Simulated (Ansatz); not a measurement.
In doubt: masses and optical values from hybrid runs of this build are listed as unsure, which bears on the screening that GW takes from such a start.

Rows from a G0W0 calculation on LaBiS2O (P4/nmm) (Ansatz 0.2.0; G0W0 on HSE06, plane waves, PAW; 6×6×2 mesh, 1497 empty bands, screening to 200 eV, hard PAW files), in eV. Spin-orbit coupling is left out.

```
row      Σx     Σc     Vxc     Z
  A  -19.28   2.48  -16.62  0.74
  B   -9.81  -3.21  -12.90  0.79
  C  -17.06   0.62  -16.19  0.77
  D  -10.09  -3.27  -13.28  0.79
```

Question: Which rows are filled states and which are empty ones, and how can one tell?

Filled: A and C. Empty: B and D. The sign of Σc tells: for a filled state bare exchange, which holds its interaction with itself, lies below Vxc (Σx − Vxc is -0.9 eV or lower here) and screening gives part back as a positive Σc. For an empty state Σx lies above Vxc (+3.1 eV or more) and the Coulomb hole leaves Σc negative.

[Paths, hosts, dates, memory and timing lines, banners, echoed tables and standing remarks are left out of the program output.]

[Logs are printed without paths, hosts, clocks, repeated set-up lines and the standing remarks that a program may print on its own settings, such as how far it seeks lower states.]

[Runs of the session that timed out or met a known fault of the program may be left out.]

[Cells called generated may have been cut or substituted from an entry of the Crystallography Open Database or the Materials Project.]

[Hosts, paths, dates, database ids (printed as entryN), source tags and the programs' standing remarks are cut or masked in the printed files.]
